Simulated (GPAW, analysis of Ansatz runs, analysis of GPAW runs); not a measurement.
# Charge-transition level of the Ti on the Ga site in GaAs (PBE) (GPAW), part 4 of 4

Aim: the charge-transition level of the Ti on the Ga site in GaAs, to be set beside the measurement. Set-up: PBE, LCAO dzp, h 0.18, 32-site cell, PBE lattice, k: the single point 1/4 1/4 1/4 then 2x2x2 shifted, dielectric constants 10.9 and 12.9 (handbook). The model is a cell of 32 host atoms with 1 Ga taken out and 1 Ti put in. The level is the Fermi energy at which two charge states have equal formation energy, after a correction for the images of the charge. An atomic-orbital basis is far cheaper than plane waves.

GPAW 26.7.0; PBE, LCAO dzp, h 0.18, 32-site cell, PBE lattice, k: the single point 1/4 1/4 1/4 then 2x2x2 shifted, dielectric constants 10.9 and 12.9 (handbook).

So far: Starting point; Relaxation, charge +1; Single point, charge +1; Relaxation, charge 0.

### Step 5. Single point, charge 0

This step: GPAW LCAO dzp PAW DFT, PBE; single point of a defect supercell.

run.py

```python
import numpy as np
from ase.io import read, write
from ase.parallel import parprint, world
from gpaw import GPAW

atoms = read('POSCAR')
magmoms = np.zeros(len(atoms))
magmoms[[6]] = 1 / 1
atoms.set_initial_magnetic_moments(magmoms)
calc = GPAW(mode='lcao',
            h=0.18,
            basis='dzp',
            xc='PBE',
            kpts={'size': (2, 2, 2), 'gamma': False},
            occupations={'name': 'fermi-dirac', 'width': 0.01, 'fixmagmom': True},
            nbands=77,
            convergence={'density': 1e-05, 'bands': 74},
            maxiter=150,
            symmetry={'point_group': False},
            txt='gpaw.txt')
atoms.calc = calc
energy = atoms.get_potential_energy()
forces = atoms.get_forces()
parprint(f'Energy: {energy:.6f} eV, largest force {np.linalg.norm(forces, axis=1).max():.4f} eV/A')
calc.write('gs.gpw')
write('final.xyz', atoms)
parprint('Moments:', atoms.get_magnetic_moments().round(3))
for s in range(calc.get_number_of_spins()):
    parprint('Levels (eV), spin', s, calc.get_eigenvalues(kpt=0, spin=s)[-16:].round(3))
field = calc.get_electrostatic_potential()
if world.rank == 0:
    np.save('potential.npy', field)
field = calc.get_pseudo_density()
if world.rank == 0:
    np.save('density.npy', field)
field = calc.get_pseudo_density(spin=0) - calc.get_pseudo_density(spin=1)
if world.rank == 0:
    np.save('spin.npy', field)
```

POSCAR

```
Ga Ti Ga As
 1.0000000000000000
    -5.7666910817914703    5.7666910817914712   -5.7666910817914774
     5.7666910817914729    5.7666910817914792    5.7666910817914951
     5.7666910817914765   -5.7666910817914800   -5.7666910817914951
 Ga  Ti  Ga  As 
   6   1   9  16
Direct
 -0.0004774982673677 -0.0005307393714333 -0.0007205423250640
 -0.0005295072957253  0.2501348675594204  0.7476168575447010
 -0.0009894695101696  0.4995888489842602  0.4997825259099283
[... 2 atom lines left out ...]
  0.2496637394962958  0.2475810746145371  0.4995878822253467
  0.2494855679963101  0.5002020723995330  0.2498493953576587
[... 1 atom line left out ...]
  0.5000712686180742  0.0007237469357740  0.5004168784264942
  0.4998192011881773  0.2484583671429983  0.2500283437329678
  0.4998226988612306  0.5003184380918305 -0.0007625178698891
  0.5015689030287804  0.7515634821648179  0.7514941009556760
[... 6 atom lines left out ...]
 -0.0017081676233884  0.4999827898019280  0.2487426827022590
[... 2 atom lines left out ...]
  0.2504328668757745  0.2498948191537807  0.2505534689663209
  0.2486541154471805  0.5000472548469124 -0.0013276617199368
[... 4 atom lines left out ...]
  0.5009964230826250  0.7502756959985969  0.5008137316595788
[... 3 atom lines left out ...]
  0.7486545765615745  0.7509159106290729  0.2498084403287435
```

The run is started by

```
$ OMP_NUM_THREADS=1 mpirun -n 4 gpaw python run.py > stdout
```

The program printed:

```text
__  _  _
 | _ |_)|_||  |
 |__||  | ||/\| - 26.7.0

Input parameters:
  mode=LCAO(),
  basis={'default': 'dzp'},
  convergence={'density': 1e-05, 'bands': 74},
  h=0.18,
  kpts=MonkhorstPack(size=(2, 2, 2), gamma=False),
  maxiter=150,
  nbands=77,
  occupations=Occupations(name='fermi-dirac', width=0.01, fixmagmom=True),
  symmetry=Symmetry(point_group=False),
  xc=XC(name='PBE')

                               Ga As

                                     Ga
                           As
                        Ga
                             As As
                             Ti
                 Ga As         Ga As
                     Ga            Ga  As
                      Ga As          Ga
             As            As As
                            Ga
                  As            As
               Ga            Ga  Ga
                       As
                     Ga
                         As As
                          Ga

Atoms  # Å, Bohr magnetons
|    | symbol |         x |         y |         z |    initial magnetic moments |
|----|--------|-----------|-----------|-----------|-----------------------------|
|  0 |     Ga | -0.004462 | -0.001659 |  0.003848 | ( 0.0000,  0.0000,  0.0000) |
|  1 |     Ga |  5.756779 | -2.871878 | -2.865771 | ( 0.0000,  0.0000,  0.0000) |
|  2 |     Ga |  5.768772 | -0.006823 |  0.004589 | ( 0.0000,  0.0000,  0.0000) |
|  3 |     Ga |  5.777662 |  2.873108 |  2.901670 | ( 0.0000,  0.0000,  0.0000) |
|  4 |     Ga |  2.884916 | -2.883230 | -5.770055 | ( 0.0000,  0.0000,  0.0000) |
|  5 |     Ga |  2.868959 | -0.013512 | -2.892979 | ( 0.0000,  0.0000,  0.0000) |
|  6 |     Ti |  2.886609 |  2.882413 |  0.005000 | ( 0.0000,  0.0000,  1.0000) |
|  7 |     Ga |  2.874272 |  5.775645 |  2.901166 | ( 0.0000,  0.0000,  0.0000) |
|  8 |     Ga |  0.006167 |  0.002181 | -5.765332 | ( 0.0000,  0.0000,  0.0000) |
|  9 |     Ga | -0.007684 |  2.873249 | -2.891357 | ( 0.0000,  0.0000,  0.0000) |
| 10 |     Ga | -0.001538 |  5.771902 |  0.007256 | ( 0.0000,  0.0000,  0.0000) |
[...]
| 16 |     As |  4.327022 | -4.310835 | -4.332004 | ( 0.0000,  0.0000,  0.0000) |
| 17 |     As |  4.312082 | -1.441015 | -1.429014 | ( 0.0000,  0.0000,  0.0000) |
| 18 |     As |  4.327519 |  1.438974 |  1.458675 | ( 0.0000,  0.0000,  0.0000) |
| 19 |     As |  4.324691 |  4.323339 |  4.334524 | ( 0.0000,  0.0000,  0.0000) |
| 20 |     As |  1.439609 | -1.456493 | -4.333134 | ( 0.0000,  0.0000,  0.0000) |
| 21 |     As |  1.441762 |  1.440371 | -1.447967 | ( 0.0000,  0.0000,  0.0000) |
| 22 |     As |  1.442050 |  4.325186 |  1.457363 | ( 0.0000,  0.0000,  0.0000) |
| 23 |     As |  7.204999 |  1.450898 | -1.431178 | ( 0.0000,  0.0000,  0.0000) |
| 24 |     As | -1.449253 |  1.438138 | -4.328029 | ( 0.0000,  0.0000,  0.0000) |
| 25 |     As | -1.436914 |  4.315895 | -1.430839 | ( 0.0000,  0.0000,  0.0000) |
[...]
Unit cell  # Å
| periodic |         x |         y |         z |  lengths |     angles |
|----------|-----------|-----------|-----------|----------|------------|
|      yes | -5.766691 |  5.766691 | -5.766691 | 9.988202 | 109.471221 |
|      yes |  5.766691 |  5.766691 |  5.766691 | 9.988202 | 109.471221 |
|      yes |  5.766691 | -5.766691 | -5.766691 | 9.988202 | 109.471221 |

Number of symmetries: 1
Symmetry operations  # r_c * U_cc + t_c -> r_c
|   | kind |            matrix            |
|---|------|------------------------------|
| 0 |  E   |  1, 0, 0,  0, 1, 0,  0, 0, 1 |

BZ-sampling:
  Number of BZ points: 8
  Number of IBZ points: 4

  Monkhorst-Pack size: [2, 2, 2]
  Monkhorst-Pack shift: [0, 0, 0]

K-points  # in reciprocal-cell coordinates
|   |                                coordinates |     weight |
|---|--------------------------------------------|------------|
| 0 | (  0.25000000,  -0.25000000,  -0.25000000) | 0.25000000 |
| 1 | (  0.25000000,  -0.25000000,   0.25000000) | 0.25000000 |
| 2 | (  0.25000000,   0.25000000,  -0.25000000) | 0.25000000 |
| 3 | (  0.25000000,   0.25000000,   0.25000000) | 0.25000000 |

basis functions: 432
Spin-components: 2 (collinear spins)
Bands:           77
Projectors:      161
Spin-degeneracy: 1
Datatype:        <class 'complex'>

Density:
  Valence electrons: 137.0
  Components: 2
  Grid points: [44 44 44]
  Charge: 0.0  # |e|

Potential:
  Grid points: [44 44 44]

species:
  Ga:
    name:    Gallium
    Z:       31.0
    valence: 3
    core:    28
    charge:  0.0  # [|e|]
    compensation charges:
      type: gauss
      rc: 0.37  # [Å]
      lmax: 2
    cutoffs:
      filter: 2.06  # [Å]
      core: 4.17  # [Å]
    projectors
    | kind |    occ | energy [eV] | rcut [Å] |
    |------|--------|-------------|----------|
    |   4s |  2.000 |      -8.945 |    1.164 |
    |   4p |  1.000 |      -2.580 |    1.164 |
    |    s |        |      18.266 |    1.164 |
    |    p |        |      24.631 |    1.164 |
    |    d |        |       0.000 |    1.164 |

    LCAO basis set for Ga:
      Name: dzp
      File: <dir>
      Number of radial functions: 5
      Number of spherical harmonics: 13
        l=0, rc=7.2656 Bohr: 4s-sz confined orbital
        l=1, rc=10.3438 Bohr: 4p-sz confined orbital
[...]
core:    28
    charge:  0.0  # [|e|]
    compensation charges:
      type: gauss
      rc: 0.33  # [Å]
      lmax: 2
    cutoffs:
      filter: 1.87  # [Å]
      core: 2.96  # [Å]
    projectors
    | kind |    occ | energy [eV] | rcut [Å] |
    |------|--------|-------------|----------|
    |   4s |  2.000 |     -14.487 |    1.058 |
    |   4p |  3.000 |      -5.196 |    1.058 |
    |    s |        |      12.725 |    1.058 |
    |    p |        |      22.016 |    1.058 |
    |    d |        |       0.000 |    1.058 |

    LCAO basis set for As:
      Name: dzp
      File: <dir>
      Number of radial functions: 5
      Number of spherical harmonics: 13
        l=0, rc=6.1250 Bohr: 4s-sz confined orbital
        l=1, rc=7.9531 Bohr: 4p-sz confined orbital
        l=0, rc=3.4219 Bohr: 4s-dz split-valence wave
        l=1, rc=4.6094 Bohr: 4p-dz split-valence wave
        l=2, rc=7.9531 Bohr: d-type Gaussian polarization
      Number of RI-basis functions 0

Reference energy: -1800541.664818  # eV

eigensolver:
  <gpaw.new.lcao.eigensolver.LCAOEigensolver object at 0x5f2c704b8710>
density mixing:
  MSR1-Mixer
  Pratt-step length: 0.05
  Maximum mixing coefficient: 0.75
  Old densities: 10
  SVD Regularization: 0.005
  Good broyden scale: 1.0
  Trust region scale: 1.0
  Backstep threshold: 4.0
  History deletion threshold: 6.0
  Fourier metric: weight=20.0, sigma=0.015

occupation numbers:
  Fixed magnetic moment: 1.000
  Fermi-Dirac:
    width: 0.0100  # eV

FastPoissonSolver using
    Stencil: 8*3+1=25 point O(h^6) finite-difference Laplacian
    FFT axes: [np.int64(0), np.int64(1), np.int64(2)]
    FST axes: []

xc functional:
  name: PBE with 2 nearest neighbor stencil
interpolation: tri-quintic # 5. degree polynomial

Initialization done in: 6.462 s

convergence criteria:
- Maximum integral of absolute [dens]ity change: 1e-05 electrons / valence electron
- Maximum [total energy] change in last 3 cyles: 0.0005 eV / valence electron
- Maximum integral of absolute [eigenst]ate change: 4e-08 eV^2 / valence electron
maximum number of iterations: 150

SCF iterations
|iter     | |      energy | eigst |  dens |  magmom |
|---------|-|-------------|-------|-------|---------|
|iter:   1| | -132.377301 |      c|       |  +0.9843|
|iter:   2| | -132.152814 |      c| -1.01 |  +0.9851|
|iter:   3| | -137.831527 |      c| -1.04 |  +0.9941|
|iter:   4| | -136.122940 |      c| -1.07 |  +0.9910|
|iter:   5| | -133.270979 |      c| -1.11 |  +0.9956|
|iter:   6| | -131.753866 |      c| -1.35 |  +0.9985|
|iter:   7| | -131.672770 |      c| -1.77 |  +0.9997|
|iter:   8| | -131.651355 |      c| -2.07 |  +1.0000|
|iter:   9| | -131.654758c|      c| -2.37 |  +1.0000|
|iter:  10| | -131.657812c|      c| -2.69 |  +1.0000|
|iter:  11| | -131.657950c|      c| -2.89 |  +1.0000|
|iter:  12| | -131.657743c|      c| -3.08 |  +1.0000|
|iter:  13| | -131.657728c|      c| -3.30 |  +1.0000|
|iter:  14| | -131.657805c|      c| -3.70 |  +1.0000|
|iter:  15| | -131.657911c|      c| -3.78 |  +1.0000|
|iter:  16| | -131.657950c|      c| -3.89 |  +1.0000|
|iter:  17| | -131.657958c|      c| -4.18 |  +1.0000|
|iter:  18| | -131.657958c|      c| -4.29 |  +1.0000|
|iter:  19| | -131.657962c|      c| -4.76 |  +1.0000|
|iter:  20| | -131.657961c|      c| -5.13c|  +1.0000|

Converged in 20 steps
SCF loop duration: 353.235 s (17.662 s/step)
Energy contributions relative to reference atoms: (reference = -1800541.664818)

Energy contributions:
  Kinetic:         415.200553
  Coulomb:        -376.583178
  Zero:              0.910875
  External:          0.000000
  Xc:             -171.183523
  Entropy:          -0.005374
  Spinorbit:         0.000000
  ----------------------------
  Free energy:    -131.660648
  Extrapolated:   -131.657961

dipole moment: (0.132025, -0.116816, -192.258924)  # |e|*Ang

Total magnetic moment: (0.000000, 0.000000, 1.000001)

Local magnetic moments
|        x |        y |         z |
|----------|----------|-----------|
| 0.000000 | 0.000000 |  0.003029 |  # Ga   0
| 0.000000 | 0.000000 |  0.004661 |  # Ga   1
| 0.000000 | 0.000000 |  0.003017 |  # Ga   2
| 0.000000 | 0.000000 |  0.004645 |  # Ga   3
| 0.000000 | 0.000000 |  0.001049 |  # Ga   4
| 0.000000 | 0.000000 |  0.004757 |  # Ga   5
| 0.000000 | 0.000000 |  0.661101 |  # Ti   6
| 0.000000 | 0.000000 |  0.004707 |  # Ga   7
| 0.000000 | 0.000000 |  0.003027 |  # Ga   8
| 0.000000 | 0.000000 |  0.004608 |  # Ga   9
[...]
Fermi levels: 4.974, 4.236
Eigenvalues  # (at kpt = [0.250, -0.250, -0.250])
| band index |      eig [eV] | occ [0-1] |      eig [eV] | occ [0-1] |
|------------|---------------|-----------|---------------|-----------|
|          0 |       -52.653 |     1.000 |       -51.913 |     1.000 |
|        ... |               |           |               |           |
|         61 |         3.163 |     1.000 |         3.178 |     1.000 |
|         62 |         3.220 |     1.000 |         3.236 |     1.000 |
|         63 |         3.292 |     1.000 |         3.300 |     1.000 |
|         64 |         3.296 |     1.000 |         3.324 |     1.000 |
|         65 |         3.301 |     1.000 |         3.330 |     1.000 |
|         66 |         3.699 |     1.000 |         3.717 |     1.000 |
|         67 |         3.706 |     1.000 |         3.723 |     1.000 |
|         68 |         4.951 |     0.904 |         5.620 |     0.000 |
|         69 |         5.123 |     0.000 |         5.737 |     0.000 |
|         70 |         5.507 |     0.000 |         5.861 |     0.000 |
|         71 |         5.841 |     0.000 |         6.042 |     0.000 |
|         72 |         5.862 |     0.000 |         6.048 |     0.000 |
|         73 |         6.168 |     0.000 |         6.239 |     0.000 |
|         74 |         6.475 |     0.000 |         6.510 |     0.000 |
|         75 |         6.487 |     0.000 |         6.529 |     0.000 |
|         76 |         6.492 |     0.000 |         6.540 |     0.000 |

No gap
No difference between direct/indirect transitions

Forces  # eV/Ang
|        x |        y |        z |
|----------|----------|----------|
[...]
|  0.04207 |  0.03714 |  0.00765 |  # As  27
| -0.01852 |  0.03959 |  0.04675 |  # As  28
|  0.01581 |  0.00922 | -0.03819 |  # As  29
|  0.01704 | -0.01321 |  0.04181 |  # As  30
| -0.01704 | -0.03019 | -0.04989 |  # As  31

# Writing to gs.gpw (mode='')
```

Run time: 6.8 min. Hardware: 4 MPI ranks of Arm Neoverse V1, shared host; peak memory 4.1 GiB; 27 min of CPU time.

Numbers from this step:

```
total moment : 1.000 μB
```

### Step 6. Charge-transition levels

Analysis of the runs above: levels from GPAW LCAO dzp PAW DFT, PBE energies with an image-charge correction aligned at atomic sites (own code after Kumagai and Oba).

It gives:

```
gap : 0.1219 eV
```

### Step 7. What came out

| Quantity | Value |
| --- | --- |
| static dielectric constant used | 12.9 |
| band gap of the host | 0.12 eV |
| (plus 1/0) level below the conduction-band bottom | -0.26 eV |

(+1/0) level below the conduction-band bottom: computed -0.26 eV, measured 0.9 eV; 1.16 eV shallower than the measurement. The computed level lies at or beyond a band edge, so this set-up gives no level clear of the bands. The level is counted in a gap of 0.12 eV, and the correction is screened by a dielectric constant of 12.9 from a handbook. Levels hang on the band edges, which semilocal functionals place too close together. The total moment is locked at the high-spin value, which doesn't force the spin onto the d shell; spin-orbit coupling, which lowers the gap of these hosts' heavier members, is left out. Limits: the total moment of each charge state is locked at an assumed value.

[Logs are printed without paths, hosts, clocks, repeated set-up lines and the standing remarks that a program may print on its own settings, such as how far it seeks lower states.]

[Hosts, paths, dates, database ids (printed as entryN), source tags and the programs' standing remarks are cut or masked in the printed files.]

[For some hosts the program warned that the k-mesh of the response run may be too coarse for force constants and the static dielectric constant; such warnings are not shown here.]
